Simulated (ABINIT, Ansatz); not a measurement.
# WS2 (P-3m1): zone-centre phonons, part 2 of 3

Aim: the zone-centre modes of WS2 (P-3m1).

ABINIT 10.8.3; DFT LDA, scalar-relativistic, plane waves, PseudoDojo norm-conserving pseudopotentials.

So far. Step 4 (Relaxation): The volume changes by -0.9 % in this run and stands -3.5 % from the first cell.

**6. Linear response at Γ**

At q = 0 one unit cell holds all displacements. The response is solved for single atoms along the cell's directions, and symmetry skips those that follow from others. The crystal is treated as a metal, which screens a static field, so no field response is asked.

dfpt_gamma.abi reads:

```

# common to the responses
getwfk_filepath "gso_WFK"
kptopt 2
nqpt 1
qpt 0.0 0.0 0.0
asr 0
chneut 0

# displacements
rfphon 1
rfatpol 1 3
rfdir 1 1 1
tolvrs 1.0d-10
prtwf 0

# basis, mesh and filling
ecut 29.0
ngkpt 15 15 1
nshiftk 1
shiftk 0.0 0.0 0.0
istwfk *1
occopt 7
tsmear 0.01
nband 20
nstep 100
diemac 1000000.0
prtebands 0
prtgsr 0
useylm 1

# cell and atoms
acell 5.884418061 5.884418061 30.04664538
rprim 
    1.0 0.0 0.0
    -0.5 0.8660254038 0.0
    0.0 0.0 1.0
ntypat 2
znucl 74 16
natom 3
typat 1 2 2
xred 
    0.0 0.0 0.5
    1/3 2/3 0.6000207738
    2/3 1/3 0.3999792262
pp_dirpath "./pseudo"
pseudos "W.upf, S.upf"
```

Command:

```sh
> OMP_NUM_THREADS=1 mpirun -n 4 abinit dfpt_gamma.abi > dfpt_gamma.log
```

Numbers of over 12 decimals in the logs are rounded to 6 here.

dfpt_gamma.abo, the main output file:

```text
[banners, grids, parts of the stress and lines that vanish by symmetry left out]
- input  file    -> dfpt_gamma.abi
- output file    -> dfpt_gamma.abo
- root for input  files -> dfpt_gammai
- root for output files -> dfpt_gammao

 Symmetries : space group P-3 m 1 (#164); Bravais hP (primitive hexag.)
================================================================================
 Values of the parameters that define the memory need of the present run (RF).
     intxc =       0      iscf =       7    lmnmax =      32     lnmax =       8
     mgfft =     150  mpssoang =       4    mqgrid =    7284     natom =       3
  nloc_mem =       1    nspden =       1   nspinor =       1    nsppol =       1
      nsym =      12    n1xccc =    2501    ntypat =       2    occopt =       7
   xclevel =       1
-    mband =          20        mffmem =           1         mkmem =          29
-   mkqmem =          29        mk1mem =          29           mpw =        6759
      nfft =      135000          nkpt =         113
- my_mband =          20
================================================================================
================================================================================

--------------------------------------------------------------------------------
------------- Echo of variables that govern the present computation ------------
--------------------------------------------------------------------------------
-
- outvars: echo of selected default values
-   iomode0 =  0 , fftalg0 =312 , wfoptalg0 =  0
-
- outvars: echo of global parameters not present in the input file
-  max_nthreads =    1
-
 -outvars: echo values of preprocessed input variables
 [... echo left out ...]
================================================================================

 chkinp: Checking input parameters for consistency.

[...]
== DATASET  1 ==================================================================
-   mpi_nproc: 4, omp_nthreads: 1 (-1 if OMP is not activated)

--- !DatasetInfo
iteration_state: {dtset: 1, }
dimensions: {natom: 3, nkpt: 113, mband: 20, nsppol: 1, nspinor: 1, nspden: 1, mpw: 6759, }
cutoff_energies: {ecut:  29.0, pawecutdg:  -1.0, }
electrons: {nelect:   2.60000000E+01, charge:   0.00000000E+00, occopt:   7.00000000E+00, tsmear:   1.00000000E-02, }
meta: {optdriver: 1, rfphon: 1, }
...

 mkfilename: getwfk from: gso_WFK

 Real(R)+Recip(G) space primitive vectors, cartesian coordinates (Bohr,Bohr^-1):
 R(1)=  5.8844181  0.0000000  0.0000000  G(1)=  0.1699403  0.0981151  0.0000000
 R(2)= -2.9422090  5.0960555  0.0000000  G(2)=  0.0000000  0.1962302  0.0000000
 R(3)=  0.0000000  0.0000000 30.0466454  G(3)=  0.0000000  0.0000000  0.0332816
 Unit cell volume ucvol=  9.0101841E+02 bohr^3
 Angles (23,13,12)=  9.00000000E+01  9.00000000E+01  1.20000000E+02 degrees
 setup1 : take into account q-point for computing boxcut.

 getcut: wavevector=  0.0000  0.0000  0.0000  ngfft=  30  30 150
         ecut(hartree)=     29.000   => boxcut(ratio)=   2.05935

--- Pseudopotential description ------------------------------------------------
- pspini: atom type   1  psp file is ./pseudo/W.upf

- pspini: atom type   2  psp file is ./pseudo/S.upf

   7.42794390E+02                                ecore*ucvol(ha*bohr**3)
--------------------------------------------------------------------------------

 ==>  initialize data related to q vector <==

 The list of irreducible perturbations for this q vector is:
    1)    idir= 1    ipert=   1
    2)    idir= 3    ipert=   1
    3)    idir= 1    ipert=   2
    4)    idir= 3    ipert=   2

[...]
The perturbation idir=   2  ipert=   1 is
 symmetric of a previously calculated perturbation.
 So, its SCF calculation is not needed.

 The perturbation idir=   2  ipert=   2 is
 symmetric of a previously calculated perturbation.
 So, its SCF calculation is not needed.

 The perturbation idir=   1  ipert=   3 is
 symmetric of a previously calculated perturbation.
 So, its SCF calculation is not needed.

 The perturbation idir=   2  ipert=   3 is
 symmetric of a previously calculated perturbation.
 So, its SCF calculation is not needed.

 The perturbation idir=   3  ipert=   3 is
 symmetric of a previously calculated perturbation.
 So, its SCF calculation is not needed.

--------------------------------------------------------------------------------
 Perturbation wavevector (in red.coord.)   0.000000  0.000000  0.000000
 Perturbation : displacement of atom   1   along direction   1
 Found     2 symmetries that leave the perturbation invariant.

[...]
dfpt_looppert : total number of electrons, from k and k+q
  fully or partially occupied states are    2.600000E+01 and    2.600000E+01.
 Initialisation of the first-order wave-functions :
  ireadwf=   0

--- !BeginCycle
iteration_state: {dtset: 1, }
solver: {iscf: 7, nstep: 100, nline: 4, wfoptalg: 0, }
tolerances: {tolvrs: 1.00E-10, }
...

     iter   2DEtotal(Ha)        deltaE(Ha) residm    vres2
-ETOT  1   4.585517     -1.820E+03 4.125E+00 2.135E+04
 ETOT  2   3.383716     -1.202E+00 3.451E-01 1.287E+01
 ETOT  3   3.375062     -8.654E-03 3.757E-03 1.363E+00
 ETOT  4   3.374247     -8.151E-04 1.005E-03 9.287E-03
 ETOT  5   3.374244     -2.326E-06 6.564E-05 6.419E-04
[...]
At SCF step   11       vres2   =  5.43E-12 < tolvrs=  1.00E-10 =>converged.
[...]
Mean square residual over all n,k,spin=   53.977E-13; max=  30.331E-10

 Thirteen components of 2nd-order total energy (hartree) are
 1,2,3: 0th-order hamiltonian combined with 1st-order wavefunctions
     kin0=   1.27867737E+03 eigvalue=   2.74585592E+02  local=  -1.26743397E+03
 4,5,6: 1st-order hamiltonian combined with 1st and 0th-order wfs
 loc psp =  -2.50716860E+03  Hartree=   5.71743742E+02     xc=  -1.01817867E+02
 note that "loc psp" includes a xc core correction that could be resolved
 7,8,9: eventually, occupation + non-local contributions
    edocc=   2.56892307E+02     enl0=   8.08664900E+02   enl1=  -1.13545554E+03
 1-9 gives the relaxation energy (to be shifted if some occ is /=2.0)
   erelax=  -1.82131207E+03
 10,11,12 Non-relaxation  contributions : frozen-wavefunctions and Ewald
 fr.local=   1.17407695E+03 fr.nonlo=   5.66547574E+02  Ewald=   4.58607293E+01
 13,14 Frozen wf xc core corrections (1) and (2)
 frxc 1  =  -1.93867198E+02  frxc 2 =   2.32068256E+02
 Resulting in :
 2DEtotal=    0.3374244191E+01 Ha. Also 2DEtotal=    0.918178619646E+02 eV
    (2DErelax=   -1.8213120724E+03 Ha. 2DEnonrelax=    1.8246863166E+03 Ha)
    (  non-var. 2DEtotal :    3.3742442975E+00 Ha)

[...]
Perturbation wavevector (in red.coord.)   0.000000  0.000000  0.000000
 Perturbation : displacement of atom   1   along direction   3
 Found     6 symmetries that leave the perturbation invariant.

[...]
dfpt_looppert : total number of electrons, from k and k+q
  fully or partially occupied states are    2.600000E+01 and    2.600000E+01.
 Initialisation of the first-order wave-functions :
  ireadwf=   0

--- !BeginCycle
iteration_state: {dtset: 1, }
solver: {iscf: 7, nstep: 100, nline: 4, wfoptalg: 0, }
tolerances: {tolvrs: 1.00E-10, }
...

     iter   2DEtotal(Ha)        deltaE(Ha) residm    vres2
-ETOT  1   318.75358085648     -5.870E+04 1.212E+02 1.862E+06
[...]
At SCF step   29       vres2   =  1.76E-11 < tolvrs=  1.00E-10 =>converged.
[...]
Mean square residual over all n,k,spin=   79.475E-19; max=  92.489E-17

 Thirteen components of 2nd-order total energy (hartree) are
 1,2,3: 0th-order hamiltonian combined with 1st-order wavefunctions
     kin0=   3.42294816E+04 eigvalue=   7.25715300E+03  local=  -3.39241775E+04
 4,5,6: 1st-order hamiltonian combined with 1st and 0th-order wfs
 loc psp =  -8.81062701E+04  Hartree=   2.60846210E+04     xc=  -2.65018630E+03
 note that "loc psp" includes a xc core correction that could be resolved
 7,8,9: eventually, occupation + non-local contributions
    edocc=   6.36362950E+03     enl0=   2.14139466E+04   enl1=  -2.94426659E+04
 1-9 gives the relaxation energy (to be shifted if some occ is /=2.0)
   erelax=  -5.87744680E+04
 10,11,12 Non-relaxation  contributions : frozen-wavefunctions and Ewald
 fr.local=   4.36497060E+04 fr.nonlo=   1.46640860E+04  Ewald=  -2.76093350E+02
 13,14 Frozen wf xc core corrections (1) and (2)
 frxc 1  =  -5.05433130E+03  frxc 2 =   6.03545623E+03
 Resulting in :
 2DEtotal=    0.2443556134E+03 Ha. Also 2DEtotal=    0.664925497834E+04 eV
    (2DErelax=   -5.8774468001E+04 Ha. 2DEnonrelax=    5.9018823614E+04 Ha)
    (  non-var. 2DEtotal :    2.4435561333E+02 Ha)

[...]
Perturbation wavevector (in red.coord.)   0.000000  0.000000  0.000000
 Perturbation : displacement of atom   2   along direction   1
 The set of symmetries contains only one element for this perturbation.

[...]
dfpt_looppert : total number of electrons, from k and k+q
  fully or partially occupied states are    2.600000E+01 and    2.600000E+01.
 Initialisation of the first-order wave-functions :
  ireadwf=   0

--- !BeginCycle
iteration_state: {dtset: 1, }
solver: {iscf: 7, nstep: 100, nline: 4, wfoptalg: 0, }
tolerances: {tolvrs: 1.00E-10, }
...

     iter   2DEtotal(Ha)        deltaE(Ha) residm    vres2
-ETOT  1   2.803218     -2.261E+02 1.666E+00 4.158E+03
[...]
At SCF step   16       vres2   =  6.13E-11 < tolvrs=  1.00E-10 =>converged.
[...]
Mean square residual over all n,k,spin=   84.482E-16; max=  37.620E-13

 Thirteen components of 2nd-order total energy (hartree) are
 1,2,3: 0th-order hamiltonian combined with 1st-order wavefunctions
     kin0=   2.28245589E+02 eigvalue=   1.50973851E+01  local=  -1.79857929E+02
 4,5,6: 1st-order hamiltonian combined with 1st and 0th-order wfs
 loc psp =  -1.41728379E+02  Hartree=   4.43093803E+01     xc=  -1.62515109E+01
 note that "loc psp" includes a xc core correction that could be resolved
 7,8,9: eventually, occupation + non-local contributions
    edocc=   1.05684689E+01     enl0=   1.24316980E+02   enl1=  -3.11128348E+02
 1-9 gives the relaxation energy (to be shifted if some occ is /=2.0)
   erelax=  -2.26428364E+02
 10,11,12 Non-relaxation  contributions : frozen-wavefunctions and Ewald
 fr.local=   5.16727019E+01 fr.nonlo=   1.59041447E+02  Ewald=   2.32183754E+01
 13,14 Frozen wf xc core corrections (1) and (2)
 frxc 1  =  -2.87302563E+01  frxc 2 =   2.37076406E+01
 Resulting in :
 2DEtotal=    0.2481544788E+01 Ha. Also 2DEtotal=    0.675262737176E+02 eV
    (2DErelax=   -2.2642836384E+02 Ha. 2DEnonrelax=    2.2890990862E+02 Ha)
    (  non-var. 2DEtotal :    2.4815447973E+00 Ha)

[...]
Perturbation wavevector (in red.coord.)   0.000000  0.000000  0.000000
 Perturbation : displacement of atom   2   along direction   3
 Found     6 symmetries that leave the perturbation invariant.

--------------------------------------------------------------------------------

--------------------------------------------------------------------------------

 dfpt_looppert : total number of electrons, from k and k+q
  fully or partially occupied states are    2.600000E+01 and    2.600000E+01.
 Initialisation of the first-order wave-functions :
  ireadwf=   0

--- !BeginCycle
iteration_state: {dtset: 1, }
solver: {iscf: 7, nstep: 100, nline: 4, wfoptalg: 0, }
tolerances: {tolvrs: 1.00E-10, }
...

     iter   2DEtotal(Ha)        deltaE(Ha) residm    vres2
-ETOT  1   170.68704373397     -8.178E+03 1.834E+01 4.171E+05
[...]
ETOT 42   139.99076896905      1.255E-10 1.237E-16 2.426E-10
 ETOT 43   139.99076896886     -1.892E-10 2.018E-16 7.741E-11

 At SCF step   43       vres2   =  7.74E-11 < tolvrs=  1.00E-10 =>converged.
[...]
Mean square residual over all n,k,spin=   18.612E-19; max=  20.185E-17

 Thirteen components of 2nd-order total energy (hartree) are
 1,2,3: 0th-order hamiltonian combined with 1st-order wavefunctions
     kin0=   6.16093405E+03 eigvalue=   4.07976489E+02  local=  -4.80542476E+03
 4,5,6: 1st-order hamiltonian combined with 1st and 0th-order wfs
 loc psp =  -7.75141871E+03  Hartree=   3.26804069E+03     xc=  -4.60677477E+02
 note that "loc psp" includes a xc core correction that could be resolved
 7,8,9: eventually, occupation + non-local contributions
    edocc=   3.37825796E+02     enl0=   3.30002923E+03   enl1=  -8.66598932E+03
 1-9 gives the relaxation energy (to be shifted if some occ is /=2.0)
   erelax=  -8.20870402E+03
 10,11,12 Non-relaxation  contributions : frozen-wavefunctions and Ewald
 fr.local=   3.76418728E+03 fr.nonlo=   4.42772723E+03  Ewald=   3.00219244E+02
 13,14 Frozen wf xc core corrections (1) and (2)
 frxc 1  =  -7.45907065E+02  frxc 2 =   6.02468089E+02
 Resulting in :
 2DEtotal=    0.1399907690E+03 Ha. Also 2DEtotal=    0.380934288528E+04 eV
    (2DErelax=   -8.2087040181E+03 Ha. 2DEnonrelax=    8.3486947871E+03 Ha)
    (  non-var. 2DEtotal :    1.3999076984E+02 Ha)

[...]
---- first-order wavefunction calculations are completed ----

 ==> Compute Derivative Database <==

 [... matrices left out ...]
  Phonon wavevector (reduced coordinates) :  0.00000  0.00000  0.00000
 Phonon energies in Hartree :
  -1.211742E-05  6.540954E-06  6.540955E-06  1.060409E-03  1.060409E-03
   1.272151E-03  1.272151E-03  1.729340E-03  1.767123E-03
 Phonon frequencies in cm-1    :
- -2.659466E+00  1.435574E+00  1.435574E+00  2.327329E+02  2.327329E+02
-  2.792049E+02  2.792049E+02  3.795462E+02  3.878388E+02

== END DATASET(S) ==============================================================
================================================================================

 -outvars: echo values of variables after computation
            acell      5.8844180610E+00  5.8844180610E+00  3.0046645380E+01 Bohr
           etotal      1.3999076897E+02
            fcart      0.0000000000E+00  0.0000000000E+00  0.0000000000E+00
           strten      0.0000000000E+00  0.0000000000E+00  0.0000000000E+00
================================================================================
```

The job ended after 8.2 min (4 MPI ranks of Arm Neoverse V2, shared host).

This step gave:

- largest acoustic frequency at the zone centre before the sum rule: -2.66 cm⁻¹
- highest optical zone-centre mode (no LO-TO term): 387.8 cm⁻¹
- lowest optical zone-centre mode: 232.7 cm⁻¹

The acoustic modes at Γ come out as far as 2.7 cm⁻¹ from zero, where they should vanish, a small numerical error.

(Part 2 of 3 ends here.)

[Host names and launcher messages were left out of these logs when they were recorded.]

[Logs are printed without paths, hosts, clocks, repeated set-up lines and the standing remarks that a program may print on its own settings, such as how far it seeks lower states.]

[Hosts, paths, dates, database ids (printed as entryN), source tags and the programs' standing remarks are cut or masked in the printed files.]
